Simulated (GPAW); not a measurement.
# Quasiparticle gap of SnSe2 (1T monolayer) in GPAW, part 2 of 2

Aim: the G0W0 gap of SnSe2 (1T monolayer) on LDA, step by step.

GPAW 26.7.0; LDA and many-body steps on it, plane waves. Known limits of the many-body steps: not at the basis limit; no spin-orbit coupling.

So far. Step 3 (Ground state): The gap is indirect, with the least direct gap 0.37 eV higher. Step 4 (Empty states on the mesh, 9×9×1 mesh, 291 bands): On this mesh the gap is 0.749 eV.

## 5. Screening and self-energy, 9×9×1 mesh, 130 bands, screening to 48 eV

Now the one-shot GW correction: screening in the RPA, then the self-energy of the levels asked for.

This step: G0W0 on LDA, plane waves, PAW.

The input, run.py:

```python
import json
import numpy as np
from gpaw.mpi import world
from gpaw.response.g0w0 import G0W0

gw = G0W0('full.gpw',
    filename='gw',
    kpts=[0, 1, 9],
    bands=(11, 15),
    ecut=48,
    nbands=130,
    truncation='2D',
    integrate_gamma='sphere',
    q0_correction=True,
    frequencies={'type': 'nonlinear', 'domega0': 0.15, 'omega2': 15.0},
    eta=0.1,
    nblocksmax=True)
gw.calculate()
res = {mode: {k: v for k, v in r.items() if k != 'sigma_eskwn'}
       for mode, r in gw.all_results.items()}

if world.rank == 0:
    with open('result.json', 'w') as f:
        json.dump(res, f, default=lambda x: x.tolist())
```

Launch:

```sh
mpirun -n 4 gpaw python run.py
```

Numbers of over 12 decimals in the logs are rounded to 6 here.

Log:

```text
Using integrator: PointIntegrator
NonLinearFrequencyDescriptor(from 0.000 to 68.588 eV, 159 points)
Nonperiodic BCs:  [False False  True]
Using integrator: PointIntegrator
NonLinearFrequencyDescriptor(from 0.000 to 68.588 eV, 159 points)
Nonperiodic BCs:  [False False  True]
Applying analytical 2D correction to W:
    Evaluating Gamma point contribution to W on a 17x17x1 grid
  ___  _ _ _
 |   || | | |
 | | || | | |
 |__ ||_____|
 |___|

BZ k-points: Symmetries present (total): 12

  [... matrices ...]
81 k-points: 9 x 9 x 1 Monkhorst-Pack grid
12 k-points in the irreducible part of the Brillouin zone
       k-points in crystal coordinates                weights
   0:     0.00000000    0.00000000    0.00000000          1/81
   1:     0.11111111    0.00000000    0.00000000          6/81
   2:     0.22222222   -0.11111111    0.00000000          6/81
   3:     0.22222222    0.00000000    0.00000000          6/81
   4:     0.33333333   -0.11111111    0.00000000         12/81
   5:     0.33333333    0.00000000    0.00000000          6/81
   6:     0.33333333    0.33333333    0.00000000          2/81
   7:     0.44444444   -0.22222222    0.00000000          6/81
   8:     0.44444444   -0.11111111    0.00000000         12/81
   9:     0.44444444    0.00000000    0.00000000          6/81
          ...
  11:     0.44444444    0.44444444    0.00000000          6/81

Distributing spins, k-points and bands (1 x 3 x 4) over 1 process
Number of blocks: 4

Quasi particle states:
k-points (IBZ indices): [0, 1, 9]
Band range: (11, 15)
  [... matrices ...]
Computational parameters:
Plane wave cut-off: 48 eV
Number of bands: 130
Coulomb cutoff: 2D
Broadening: 0.1 eV

fxc modes: GW
Kernel: RPA
Using full-frequency real axis integration
Summing all q:

Calculating screened Coulomb potential
2D Coulomb truncation
NonLinearFrequencyDescriptor(from 0.000 to 68.588 eV, 159 points)
Removing empty qpoint cache files...

Calculating chi0 body with:
    Ground state adapter containing:
    Number of spins: 1
    Number of kpoints: 81
    Number of irreducible kpoints: 12
    Number of completely occupied states: 13
    Number of partially occupied states: 13
    Occupied states memory: 5.55419921875 M / cpu

    Linear response parametrization:
    q_c: [0.0, 0.0, 0.0]
    Number of frequency points: 159
    Planewave cutoff: 48.0
    Number of bands: 130
    Number of planewaves: 123
    Broadening (eta): 0.1
    comm.size: 4
    kncomm.size: 1
    blockcomm.size: 4

    Memory estimate of potentially large arrays:
        chi0_wGG: 9.176296 M / cpu
Integrating chi0 body.

Symmetries of q_c:
    Direct symmetries (Uq -> q): 12
    Indirect symmetries (TUq -> q): 0
In total 12 allowed symmetries.

  [... matrices ...]
12 groups of equivalent kpoints. 85.185185% reduction.

Integral kind: spectral function
Integrating chi0 head and wings.

Symmetries of q_c:
    Direct symmetries (Uq -> q): 12
    Indirect symmetries (TUq -> q): 0
In total 12 allowed symmetries.

  [... matrices ...]
12 groups of equivalent kpoints. 85.185185% reduction.

Integral kind: spectral function wings

Calculating chi0 body with:
    Ground state adapter containing:
    Number of spins: 1
    Number of kpoints: 81
    Number of irreducible kpoints: 12
    Number of completely occupied states: 13
    Number of partially occupied states: 13
[... the further q-points ...]

Results:
f:      Occupation numbers
eps:     KS-eigenvalues [eV]
vxc:     KS vxc [eV]
exx:     Exact exchange [eV]
sigma:   Self-energies [eV]
dsigma:  Self-energy derivatives
Z:       Renormalization factors
qp:      QP-energies [eV]

k-point 0 (0): (0.000, 0.000, 0.000)                GW
band       f     eps     vxc     exx   sigma  dsigma       Z      qp
                                                                   GW
  11   1.000  -1.316 -16.032 -17.636   1.547  -0.360   0.735  -1.358
  12   1.000  -1.316 -16.032 -17.636   1.547  -0.360   0.735  -1.358
  13   0.000   0.367 -14.975 -11.302  -2.068  -0.305   0.766   1.597
  14   0.000   1.775 -13.005  -8.515  -3.017  -0.286   0.778   2.920

k-point 1 (1): (0.111, 0.000, 0.000)                GW
band       f     eps     vxc     exx   sigma  dsigma       Z      qp
                                                                   GW
  11   1.000  -1.992 -15.134 -16.900   1.641  -0.381   0.724  -2.083
  12   1.000  -1.242 -16.023 -17.641   1.564  -0.359   0.736  -1.282
  13   0.000   0.972 -15.876 -12.015  -2.145  -0.335   0.749   2.256
  14   0.000   2.424 -13.177  -8.574  -3.097  -0.300   0.769   3.582

k-point 2 (9): (0.444, 0.000, 0.000)                GW
band       f     eps     vxc     exx   sigma  dsigma       Z      qp
                                                                   GW
  11   1.000  -2.067 -14.741 -17.044   1.982  -0.397   0.716  -2.297
  12   1.000  -1.607 -15.643 -17.508   1.713  -0.376   0.727  -1.718
  13   0.000  -0.493 -14.265 -10.751  -2.009  -0.320   0.757   0.647
  14   0.000   2.755 -12.456  -7.894  -3.146  -0.300   0.769   3.844
```

The job ended after 2.5 min (4 MPI ranks of Arm Neoverse V1, shared host; peak memory 2.1 GiB; 10 min of CPU time).

This step gave:

- G0W0 gap on the points computed: 1.929 eV
- least direct G0W0 gap on the computed points: 2.365 eV
- Z at the valence top: 0.7360
- Z at the conduction bottom: 0.7574
- starting gap on the mesh: 0.7488 eV
- k of the valence top: 0.1111, 0, 0
- k of the conduction bottom: 0.4444, 0, 0

The gap on the mesh goes from 0.75 eV to 1.93 eV, a correction of +1.18 eV.

Limits: finite bands, cutoff and mesh; no spin-orbit coupling. v1 is the top filled band, c1 the lowest empty one. Levels before and after the correction, in eV, zero at the valence-band top of each column:

```csv
,conduction bottom,valence top
Kohn-Sham,0.75,0.00
G0W0,1.93,0.00
```

```csv
,level,energy (eV)
Kohn-Sham,(0.111 0 0) v2,-0.750
Kohn-Sham,(0.111 0 0) v1,0.000
Kohn-Sham,(0.111 0 0) c1,2.213
Kohn-Sham,(0.111 0 0) c2,3.666
Kohn-Sham,(0.444 0 0) v2,-0.825
Kohn-Sham,(0.444 0 0) v1,-0.365
Kohn-Sham,(0.444 0 0) c1,0.749
Kohn-Sham,(0.444 0 0) c2,3.997
G0W0,(0.111 0 0) v2,-0.801
G0W0,(0.111 0 0) v1,0.000
G0W0,(0.111 0 0) c1,3.538
G0W0,(0.111 0 0) c2,4.864
G0W0,(0.444 0 0) v2,-1.015
G0W0,(0.444 0 0) v1,-0.436
G0W0,(0.444 0 0) c1,1.929
G0W0,(0.444 0 0) c2,5.126
```

## 6. Where the time went

Times are wall times on 4 MPI ranks of Arm Neoverse V1, shared host, good to a factor of about two.

```csv
step,time,share,memory (GiB)
relaxation,37 s,11 %,0.95
ground state,6.8 s,2 %,0.72
empty states on the mesh,2.5 min,43 %,5.2
screening and self-energy,2.5 min,44 %,2.1
```

## 7. Outcome

```yaml
lda_gap: 0.75 eV, indirect
g0w0_gap_on_the_mesh: 1.93 eV
gw_settings: 9×9×1 mesh, 130 bands, screening to 48 eV, full frequency, Hilbert transform
known_limits: not at the basis limit; no spin-orbit coupling
```

In words: G0W0 moves the gap on the mesh from 0.75 eV to 1.93 eV (+1.18 eV), with Z of 0.74 and 0.76 at the edges. Only 3 of the mesh's irreducible points were corrected, so a valley elsewhere could overtake. Bands and cutoff are finite, so the gap is not at the basis limit. The miss can reach some tenths of an eV and take either sign; the mesh is an error of its own. These stock PAW sets were not made for GW; the filled d or f shell of Se lies in the frozen core, which bears on start and correction. In the G0W0 run levels were corrected at 3 k points alone, so a gap called «on the mesh» is the least over those, and an edge elsewhere would be missed. The many-body steps are scalar-relativistic: spin-orbit coupling is not in them.

[Paths, hosts, dates, memory and timing lines, banners, echoed tables and standing remarks are left out of the program output.]

[Logs are printed without paths, hosts, clocks, repeated set-up lines and the standing remarks that a program may print on its own settings, such as how far it seeks lower states.]

[Runs of the session that timed out or met a known fault of the program may be left out.]

[Hosts, paths, dates, database ids (printed as entryN), source tags and the programs' standing remarks are cut or masked in the printed files.]
